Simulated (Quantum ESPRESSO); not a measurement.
**Projected density of states of magnetic Mn2Ga2S5**

Where do the states of the two spins of Mn2Ga2S5 lie?

Calculated with Quantum ESPRESSO 7.5; PBEsol with U = 4 eV on Mn d (ortho-atomic projectors); plane waves with GBRV 1.5 PBEsol potentials, no spin-orbit coupling.

## Step 1: Set-up

The structure is trigonal, space group P-3m1 (No. 164). Conventional cell: a = 3.728 Å, b = 3.728 Å, c = 15.333 Å, α = 90.00°, β = 90.00°, γ = 120.00°. Nearest to Mn lie 6 S at 2.52 to 2.63 Å. Nearest to Ga lie 4 S at 2.23 to 2.38 Å. Nearest to S lie 6 Mn at 2.63 Å. Nearest to S lie 1 Ga at 2.23 Å and 3 Mn at 2.52 Å. S has 3 Ga at 2.38 Å nearest. Farther neighbours and most contacts between anions are not listed.

The cell comes from Materials Project 2023-11-01, a database of computed structures, and need not be the stable phase.

## Step 2: Ground-state run

This state came out lowest in a comparison of starts that is told elsewhere.

Input file pw.in:

```
&CONTROL
  calculation = 'scf'
  prefix = 'pwscf'
  outdir = './tmp'
  pseudo_dir = './pseudo'
  disk_io = 'low'
/
&SYSTEM
  ibrav = 0
  celldm(1) = 8
  nat = 9
  ntyp = 4
  ecutwfc = 40
  ecutrho = 280
  nbnd = 67
  occupations = 'smearing'
  smearing = 'fd'
  degauss = 0.00367493
  nspin = 2
  starting_magnetization(1) = 0.3
  starting_magnetization(2) = -0.3
  starting_magnetization(3) = 0
  starting_magnetization(4) = 0
/
&ELECTRONS
  conv_thr = 1.8d-08
  electron_maxstep = 150
  mixing_beta = 0.3
/
ATOMIC_SPECIES
Mn1    54.9380 mn_pbesol_v1.5.uspp.F.UPF
Mn2    54.9380 mn_pbesol_v1.5.uspp.F.UPF
Ga     69.7230 ga_pbesol_v1.4.uspp.F.UPF
S      32.0600 s_pbesol_v1.4.uspp.F.UPF
CELL_PARAMETERS alat
   0.8806016239197    0.0000000000000    0.0000000000000
  -0.4403008119717    0.7626233769333    0.0000000000000
   0.0000000000000    0.0000000000000    3.6220040480000
ATOMIC_POSITIONS crystal
Mn1     0.3333333300    0.6666666700    0.4018990000
Mn2     0.6666666700    0.3333333300    0.5981010000
Ga      0.3333333300    0.6666666700    0.8286040000
Ga      0.6666666700    0.3333333300    0.1713960000
S       0.0000000000    0.0000000000    0.5000000000
S       0.3333333300    0.6666666700    0.6831100000
S       0.6666666700    0.3333333300    0.3168900000
S       0.3333333300    0.6666666700    0.1058920000
S       0.6666666700    0.3333333300    0.8941080000
K_POINTS automatic
6 6 2 0 0 0
HUBBARD {ortho-atomic}
U Mn1-3d 4.0000
U Mn2-3d 4.0000
```

Launch:

```console
> OMP_NUM_THREADS=1 mpirun -n 4 pw.x -nk 4 -in pw.in > pw.out
```

What it wrote:

```text
Program PWSCF v.7.5 starts

     Message from routine setup:
     using ibrav=0 with symmetry is DISCOURAGED, use correct ibrav instead

     K-points division:     npool     =       4
     Subspace diagonalization in iterative solution of the eigenvalue problem:

     bravais-lattice index     =            0
     lattice parameter (alat)  =       8.0000  a.u.
     unit-cell volume          =    1245.3989 (a.u.)^3
     number of atoms/cell      =            9
     number of atomic types    =            4
     number of electrons       =        98.00
     number of Kohn-Sham states=           67
     kinetic-energy cutoff     =      40.0000  Ry
     charge density cutoff     =     280.0000  Ry
     scf convergence threshold =      1.8E-08
     mixing beta               =       0.3000
     number of iterations used =            8  plain     mixing
     Exchange-correlation= SLA  PW   PSX  PSC
                           (   1   4  10   8   0   0   0)
     Hubbard projectors: ortho-atomic
     Hubbard parameters of DFT+U (Dudarev formulation) in eV:
     U(Mn1-3d) =  4.0000
     U(Mn2-3d) =  4.0000

     Internal variables: lda_plus_u =T, lda_plus_u_kind = 0

     Internal variables: orbital_resolved =F, hub_pot_fix =F, apply_U = F

     celldm(1)=   8.000000  celldm(2)=   0.000000  celldm(3)=   0.000000
     celldm(4)=   0.000000  celldm(5)=   0.000000  celldm(6)=   0.000000

     crystal axes: (cart. coord. in units of alat)
               a(1) = (   0.880602   0.000000   0.000000 )
               a(2) = (  -0.440301   0.762623   0.000000 )
               a(3) = (   0.000000   0.000000   3.622004 )

     reciprocal axes: (cart. coord. in units 2 pi/alat)
               b(1) = (  1.135587  0.655632 -0.000000 )
               b(2) = (  0.000000  1.311263  0.000000 )
               b(3) = (  0.000000 -0.000000  0.276090 )

     PseudoPot. # 1 for Mn read from file:
     mn_pbesol_v1.5.uspp.F.UPF
     Pseudo is Ultrasoft + core correction, Zval = 15.0

     PseudoPot. # 2 for Mn read from file:
     mn_pbesol_v1.5.uspp.F.UPF
     Pseudo is Ultrasoft + core correction, Zval = 15.0

     PseudoPot. # 3 for Ga read from file:
     ga_pbesol_v1.4.uspp.F.UPF
     Pseudo is Ultrasoft + core correction, Zval = 19.0

     PseudoPot. # 4 for S  read from file:
     s_pbesol_v1.4.uspp.F.UPF
     Pseudo is Ultrasoft + core correction, Zval =  6.0

     atomic species   valence    mass     pseudopotential
     Mn1              15.00    54.93800     Mn( 1.00)
     Mn2              15.00    54.93800     Mn( 1.00)
     Ga               19.00    69.72300     Ga( 1.00)
     S                 6.00    32.06000     S ( 1.00)

     Starting magnetic structure
     atomic species   magnetization
     Mn1             0.300
     Mn2            -0.300
     Ga              0.000
     S               0.000

      6 Sym. Ops. (no inversion) found

   Cartesian axes

     site n.     atom                  positions (alat units)
         1        Mn1    tau(   1) = (  -0.0000000   0.5084156   1.4556798  )
         2        Mn2    tau(   2) = (   0.4403008   0.2542078   2.1663242  )
         3        Ga     tau(   3) = (  -0.0000000   0.5084156   3.0012070  )
         4        Ga     tau(   4) = (   0.4403008   0.2542078   0.6207970  )
         5        S      tau(   5) = (   0.0000000   0.0000000   1.8110020  )
         6        S      tau(   6) = (  -0.0000000   0.5084156   2.4742272  )
         7        S      tau(   7) = (   0.4403008   0.2542078   1.1477769  )
         8        S      tau(   8) = (  -0.0000000   0.5084156   0.3835413  )
         9        S      tau(   9) = (   0.4403008   0.2542078   3.2384628  )

     number of k points=    14  Fermi-Dirac smearing, width (Ry)=  0.0037
                       cart. coord. in units 2pi/alat
        k(    1) = (   0.0000000   0.0000000   0.0000000), wk =   0.0138889
        k(    2) = (   0.0000000   0.0000000  -0.1380451), wk =   0.0138889
        k(    3) = (   0.0000000   0.2185439   0.0000000), wk =   0.0833333
        k(    4) = (   0.0000000   0.2185439  -0.1380451), wk =   0.0833333
        k(    5) = (   0.0000000   0.4370877   0.0000000), wk =   0.0833333
        [... 9 further k-points ...]

     Dense  grid:    98717 G-vectors     FFT dimensions: (  40,  40, 160)

     Smooth grid:    42543 G-vectors     FFT dimensions: (  30,  30, 120)

     Check: negative core charge=   -0.000018
     Generating pointlists ...
     new r_m :   0.2452 (alat units)  1.9615 (a.u.) for type    1
     new r_m :   0.2452 (alat units)  1.9615 (a.u.) for type    2
     new r_m :   0.2174 (alat units)  1.7390 (a.u.) for type    3
     new r_m :   0.2174 (alat units)  1.7390 (a.u.) for type    4

     Initial potential from superposition of free atoms

     starting charge      94.9997, renormalised to      98.0000

     STARTING HUBBARD OCCUPATIONS:

     =================== HUBBARD OCCUPATIONS ===================
     ------------------------ ATOM    1 ------------------------
     Tr[ns(  1)] (up, down, total) =   5.00000  0.00000  5.00000
     Atomic magnetic moment for atom   1 =   5.00000
     [... lines left out ...]
     ------------------------ ATOM    2 ------------------------
     Tr[ns(  2)] (up, down, total) =   0.00000  5.00000  5.00000
     Atomic magnetic moment for atom   2 =  -5.00000
     [... lines left out ...]
     Number of occupied Hubbard levels =   10.0000

     Atomic wfc used for Hubbard projectors are orthogonalized

     Starting wfcs are   70 randomized atomic wfcs

     Self-consistent Calculation

     iteration #  1     ecut=    40.00 Ry     beta= 0.30
     Davidson diagonalization with overlap
     ethr =  1.00E-02,  avg # of iterations =  8.3

     =================== HUBBARD OCCUPATIONS ===================
     ------------------------ ATOM    1 ------------------------
     Tr[ns(  1)] (up, down, total) =   1.86110  0.12589  1.98699
     Atomic magnetic moment for atom   1 =   1.73522
     [... lines left out ...]
     ------------------------ ATOM    2 ------------------------
     Tr[ns(  2)] (up, down, total) =   0.12586  1.86141  1.98727
     Atomic magnetic moment for atom   2 =  -1.73555
     [... lines left out ...]
     Number of occupied Hubbard levels =    3.9743

     total energy              =   -1341.37761554 Ry
     estimated scf accuracy    <      70.36157929 Ry

     total magnetization       =    -0.00 Bohr mag/cell
     absolute magnetization    =     4.09 Bohr mag/cell

     iteration #  2     ecut=    40.00 Ry     beta= 0.30
     Davidson diagonalization with overlap
     ethr =  1.00E-02,  avg # of iterations =  9.1

     total energy              =   -1319.80332810 Ry
     estimated scf accuracy    <    1830.66873672 Ry

     total magnetization       =     0.01 Bohr mag/cell
     absolute magnetization    =     0.99 Bohr mag/cell

     [... further iterations left out ...]

     iteration # 16     ecut=    40.00 Ry     beta= 0.30
     Davidson diagonalization with overlap
     ethr =  1.77E-10,  avg # of iterations =  2.0

     total energy              =   -1372.46242225 Ry
     estimated scf accuracy    <       0.00000002 Ry

     total magnetization       =     0.00 Bohr mag/cell
     absolute magnetization    =     9.71 Bohr mag/cell

     iteration # 17     ecut=    40.00 Ry     beta= 0.30
     Davidson diagonalization with overlap
     ethr =  2.15E-11,  avg # of iterations =  3.6

     Magnetic moment per site  (integrated on atomic sphere of radius R)
     atom   1 (R=0.245)  charge= 13.0350  magn=  4.3660
     atom   2 (R=0.245)  charge= 13.0350  magn= -4.3660
     atom   3 (R=0.217)  charge= 16.5647  magn= -0.0093
     atom   4 (R=0.217)  charge= 16.5647  magn=  0.0093
     atom   5 (R=0.217)  charge=  3.6172  magn=  0.0000
     atom   6 (R=0.217)  charge=  3.6318  magn= -0.0342
     atom   7 (R=0.217)  charge=  3.6317  magn=  0.0342
     atom   8 (R=0.217)  charge=  3.5657  magn=  0.0124
     atom   9 (R=0.217)  charge=  3.5657  magn= -0.0124

     End of self-consistent calculation

     =================== HUBBARD OCCUPATIONS ===================
     ------------------------ ATOM    1 ------------------------
     Tr[ns(  1)] (up, down, total) =   4.95802  0.31078  5.26880
     Atomic magnetic moment for atom   1 =   4.64724
     [... lines left out ...]
     ------------------------ ATOM    2 ------------------------
     Tr[ns(  2)] (up, down, total) =   0.31078  4.95802  5.26880
     Atomic magnetic moment for atom   2 =  -4.64724
     [... lines left out ...]
     Number of occupied Hubbard levels =   10.5376

     [... lines left out ...]
     the Fermi energy is     7.7097 ev

!    total energy              =   -1372.46242226 Ry
     estimated scf accuracy    <          7.0E-09 Ry
     smearing contrib. (-TS)   =      -0.00004646 Ry
     internal energy E=F+TS    =   -1372.46237580 Ry

     The total energy is F=E-TS. E is the sum of the following terms:
     one-electron contribution =   -1194.18852746 Ry
     hartree contribution      =     628.31507339 Ry
     xc contribution           =    -190.78974429 Ry
     ewald contribution        =    -615.89351642 Ry
     Hubbard energy            =       0.09433898 Ry

     total magnetization       =    -0.00 Bohr mag/cell
     absolute magnetization    =     9.71 Bohr mag/cell

     convergence has been achieved in  17 iterations

=------------------------------------------------------------------------------=
   JOB DONE.
=------------------------------------------------------------------------------=
```

The job ended after 93 s (4 MPI ranks of Intel Xeon Platinum 8488C (Sapphire Rapids), shared host; peak memory 1 GiB; 6.2 min of CPU time).

Spin moment in the atom's sphere by atom:

```
atom  spin moment in the atom's sphere (μB)
 Mn1                                   4.37
 Mn2                                  -4.37
 Ga3                                  -0.01
 Ga4                                   0.01
  S5                                   0.00
  S6                                  -0.03
  S7                                   0.03
  S8                                   0.01
  S9                                  -0.01
```

This step gave:

```
smearing term TS       : 6.32e-4 eV
magnetization          : 0 μB
absolute magnetization : 9.713 μB
final state            : antiferromagnetic
```

(Part 1 of 2 ends here.)

[Logs and program files are shortened in this print: banners, set-up blocks, solver, clock and traceback lines can be left out without a mark of their own.]

[Logs are printed without paths, hosts, clocks, repeated set-up lines and the standing remarks that a program may print on its own settings, such as how far it seeks lower states.]

[Hosts, paths, dates, database ids (printed as entryN), source tags and the programs' standing remarks are cut or masked in the printed files.]

[Where a cell is said to come from a database of computed structures, the database is the Materials Project.]
